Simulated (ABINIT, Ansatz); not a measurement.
**How the form of the self-energy moves the gap of CsCdCl3 (Pm-3m)**

How much does the gap of CsCdCl3 (Pm-3m) depend on the approximation to the self-energy?

Main program and level: ABINIT 10.8.3; LDA and many-body steps on it, plane waves.

This is a report of a sequence of runs, with most program output left out.

The database entry behind the starting cell is an old determination (1928), so it need not match the best structure at ambient conditions.

### Step 1. Starting point

It takes space group Pm-3m (No. 221, cubic). The conventional cell has a = 5.200 Å, b = 5.200 Å, c = 5.200 Å, α = 90.00°, β = 90.00°, γ = 90.00°. Nearest to Cs lie 12 Cl at 3.68 Å. Cd has 6 Cl at 2.60 Å nearest. Nearest to Cl lie 2 Cd at 2.60 Å and 4 Cs at 3.68 Å. Farther neighbours and most contacts between anions are not listed.

The cell and positions come from the Crystallography Open Database and are kept as given unless a step says otherwise. Spin-orbit coupling is left out unless a step names it.

### Step 2. Empty states on the mesh, 2×2×2 mesh, 488 bands

This step: ABINIT 10.8.3; DFT, LDA, plane waves, norm-conserving pseudopotentials.

The sums over transitions need many empty states on a uniform mesh; this step solves for them.

run.abi reads:

```
acell 3*1.0 Angstrom
rprim 
  5.200000000000 0.000000000000 0.000000000000
  0.000000000000 5.200000000000 0.000000000000
  0.000000000000 0.000000000000 5.200000000000
ntypat 3
znucl 55 48 17
natom 5
typat 1 2 3 3 3
xred 
  0.000000000000 0.000000000000 0.000000000000
  0.500000000000 0.500000000000 0.500000000000
  0.000000000000 0.500000000000 0.500000000000
  0.500000000000 0.000000000000 0.500000000000
  0.500000000000 0.500000000000 0.000000000000
pp_dirpath "pseudos"
pseudos "Cs.upf, Cd.upf, Cl.upf"
ecut 47
ngkpt 2 2 2
nshiftk 1
shiftk 0 0 0
kptopt 1
chksymbreak 0
iscf -2
irdden 1
istwfk *1
nband 488
nbdbuf 44
tolwfr 1e-09
nstep 60
prtvol 0
indata_prefix "in"
outdata_prefix "out"
tmpdata_prefix "tmp"
```

Started as:

```
> OMP_NUM_THREADS=1 mpirun -n 4 abinit run.abi > log
```

It took 14 min on 4 MPI ranks of Intel Xeon Platinum 8375C at 2.90GHz (Ice Lake), shared host; peak memory 0.95 GiB; 58 min of CPU time.

Numbers from this step:

| Quantity | Value |
| --- | --- |
| gap | 1.511 eV |
| k of the valence top | 0.5, 0.5, 0.5 |
| k of the conduction bottom | 0, 0, 0 |
| least direct gap | 2.094 eV |
| k points computed | 4 |
| lowest point of the top converged band, above the valence top | 111.0061 eV |

On this mesh the gap is 1.511 eV.

The density comes from a self-consistent run that is not shown.

### Step 3. Screening, 2×2×2 mesh, 196 bands, screening to 141.5 eV

The RPA dielectric matrix is built and inverted for each q.

This step: RPA screening on LDA, plane waves, norm-conserving pseudopotentials.

Changes to run.abi since step 2:

```diff
@@ -23,10 +23,11 @@
 chksymbreak 0
-iscf -2
-irdden 1
 istwfk *1
-nband 488
-nbdbuf 44
-tolwfr 1e-09
-nstep 60
-prtvol 0
+occopt 1
+irdwfk 1
+optdriver 3
+nband 196
+ecuteps 5.2
+inclvkb 2
+awtr 1
+symchi 1
 indata_prefix "in"
```

It took 100 s on 4 MPI ranks; peak memory 2.8 GiB.

This step gave:

```
ε∞ with local fields, on this mesh, along the program's q direction : 4.539
the same without local fields                                       : 5.002
plasma frequency                                                    : 22.14 eV
plane waves in the screening matrix                                 : 515
```

Local fields lower ε∞ by 9 %. On a Γ-centred mesh this coarse the value itself is usually too large, while a short band sum pulls it down.

### Step 4. G0W0, Godby-Needs plasmon pole

The self-energy is evaluated for the states that the input lists, and the levels follow from it, in one-shot runs by the linearised quasiparticle equation.

This step: G0W0 on LDA, plane waves, norm-conserving pseudopotentials.

Changes to run.abi since step 3:

```diff
@@ -26,8 +26,17 @@
 irdwfk 1
-optdriver 3
+optdriver 4
 nband 196
+gwcalctyp 0
+ecutsigx 47
+symsigma 1
+nkptgw 2
+kptgw 
+  0.5000000000 0.5000000000 0.5000000000
+  0.0000000000 0.0000000000 0.0000000000
+bdgw 
+  24 28
+  23 27
 ecuteps 5.2
-inclvkb 2
-awtr 1
-symchi 1
+irdscr 1
+ppmodel 1
 indata_prefix "in"
```

The job ended after 30 s (4 MPI ranks; peak memory 2.3 GiB).

This step gave:

| Property | Result |
| --- | --- |
| G0W0 gap on the points computed | 3.697 eV |
| starting gap on the mesh | 1.511 eV |
| k of the valence top | 0.5, 0.5, 0.5 |
| k of the conduction bottom | 0, 0, 0 |
| Z at the valence top | 0.792 |
| Z at the conduction bottom | 0.823 |
| least direct G0W0 gap on the computed points | 4.557 eV |

The gap on the mesh goes from 1.51 eV to 3.70 eV, a correction of +2.19 eV.

### Step 5. G0W0, von der Linden-Horsch plasmon pole

Changes to run.abi since step 4:

```diff
@@ -40,3 +40,3 @@
 irdscr 1
-ppmodel 1
+ppmodel 3
 indata_prefix "in"
```

Wall time 19 s (4 MPI ranks); peak memory 2.2 GiB.

This step gave:

```
G0W0 gap on the points computed              : 3.647 eV
starting gap on the mesh                     : 1.511 eV
k of the valence top                         : 0.5, 0.5, 0.5
k of the conduction bottom                   : 0, 0, 0
Z at the valence top                         : 0.845
Z at the conduction bottom                   : 0.87
least direct G0W0 gap on the computed points : 4.653 eV
```

Against G0W0 in ABINIT (2×2×2 mesh, 196 bands, screening to 141.5 eV, Godby-Needs plasmon pole), the gap moves by −0.050 eV.

### Step 6. G0W0, Engel-Farid plasmon pole

Changes to run.abi since step 5:

```diff
@@ -40,3 +40,3 @@
 irdscr 1
-ppmodel 3
+ppmodel 4
 indata_prefix "in"
```

It took 18 s on 4 MPI ranks; peak memory 2.2 GiB; 72 s of CPU time.

Numbers from this step:

| Quantity | Value |
| --- | --- |
| G0W0 gap on the points computed | 3.621 eV |
| starting gap on the mesh | 1.511 eV |
| k of the valence top | 0.5, 0.5, 0.5 |
| k of the conduction bottom | 0, 0, 0 |
| least direct G0W0 gap on the computed points | 4.545 eV |

Against G0W0 in ABINIT (2×2×2 mesh, 196 bands, screening to 141.5 eV, Godby-Needs plasmon pole), the gap moves by −0.076 eV.

### Step 7. One-shot Hartree-Fock

This step: one-shot Hartree-Fock on LDA, plane waves, norm-conserving pseudopotentials.

Changes to run.abi since step 6:

```diff
@@ -27,4 +27,4 @@
 optdriver 4
-nband 196
-gwcalctyp 0
+nband 29
+gwcalctyp 5
 ecutsigx 47
@@ -38,5 +38,4 @@
   23 27
-ecuteps 5.2
-irdscr 1
-ppmodel 4
+ixc_sigma 40
+fftgw 31
 indata_prefix "in"
```

The job ended after 6.1 s (4 MPI ranks; peak memory 0.46 GiB).

This step gave:

* quasiparticle gap on the points computed: 10.26 eV
* starting gap on the mesh: 1.511 eV
* k of the valence top: 0.5, 0.5, 0.5
* k of the conduction bottom: 0, 0, 0
* least direct quasiparticle gap on the computed points: 11.20 eV

Against G0W0 in ABINIT (2×2×2 mesh, 196 bands, screening to 141.5 eV, Godby-Needs plasmon pole), the gap moves by +6.564 eV.

### Step 8. Side by side

Times are wall times on 4 MPI ranks of Intel Xeon Platinum 8375C at 2.90GHz (Ice Lake), shared host, good to a factor of about two. A run's time includes the screening step that it read.

| run | mesh | bands | screening cutoff (eV) | DFT gap (eV) | gap on the mesh (eV) | direct (eV) | ε∞ used | time |
| --- | --- | --- | --- | --- | --- | --- | --- | --- |
| G0W0, Godby-Needs plasmon pole | 2×2×2 | 196 | 141.5 | 1.511 | 3.697 | 4.557 | 4.54 | 2.2 min |
| G0W0, von der Linden-Horsch plasmon pole | 2×2×2 | 196 | 141.5 | 1.511 | 3.647 | 4.653 | 4.54 | 2 min |
| G0W0, Engel-Farid plasmon pole | 2×2×2 | 196 | 141.5 | 1.511 | 3.621 | 4.545 | 4.54 | 2 min |
| one-shot Hartree-Fock | 2×2×2 | - | - | 1.511 | 10.261 | 11.202 | - | 6.1 s |

### Step 9. Outcome

```json
{"G0W0, Godby-Needs plasmon pole": "3.697 eV", "G0W0, von der Linden-Horsch plasmon pole": "3.647 eV", "G0W0, Engel-Farid plasmon pole": "3.621 eV", "one-shot Hartree-Fock": "10.261 eV", "known limits": "not at the basis limit; d shell near the gap, gap tends to lie low; no spin-orbit coupling; coarse k mesh"}
```

**Reading.** G0W0, von der Linden-Horsch plasmon pole: −0.050 eV against G0W0, Godby-Needs plasmon pole. G0W0, Engel-Farid plasmon pole: −0.076 eV against G0W0, Godby-Needs plasmon pole. One-shot Hartree-Fock: +6.564 eV against G0W0, Godby-Needs plasmon pole. Bare exchange alone opens the gap to 10.26 eV; against G0W0, correlation takes back 6.56 eV. Bands and cutoff are finite, so the gap is not at the basis limit. The miss can reach some tenths of an eV and take either sign; the mesh is an error of its own. In the G0W0 runs levels were corrected at 2 k points alone, so a gap called «on the mesh» is the least over those, and an edge elsewhere would be missed. The 2×2×2 mesh is coarse for this cell, which bears on the long-range parts of exchange and screening. This is the ideal cubic cell; many perovskites, halides above all, are cubic only on average, and local tilts or off-centring can widen the gap. A d shell, filled or nearly so, lies near the gap. One-shot GW converges very slowly in bands there, not always from below, and on a semilocal start the gap tends to come out low; starts rich in exact exchange can overshoot instead. The many-body steps are scalar-relativistic: spin-orbit coupling is not in them.

[Paths, hosts, dates, memory and timing lines, banners, echoed tables and standing remarks are left out of the program output.]

[Logs are printed without paths, hosts, clocks, repeated set-up lines and the standing remarks that a program may print on its own settings, such as how far it seeks lower states.]

[Runs of the session that timed out or met a known fault of the program may be left out.]

[Hosts, paths, dates, database ids (printed as entryN), source tags and the programs' standing remarks are cut or masked in the printed files.]

[G0W0 gaps are taken among the corrected bands and points alone; a level outside them can change the order at an edge.]

[Where Ansatz stands beside ABINIT at settings called matched, ABINIT's density can come from a denser mesh and the files from another edition; pairs whose starting gaps differed by over 0.03 eV were left out, so agreement reads better than it is.]
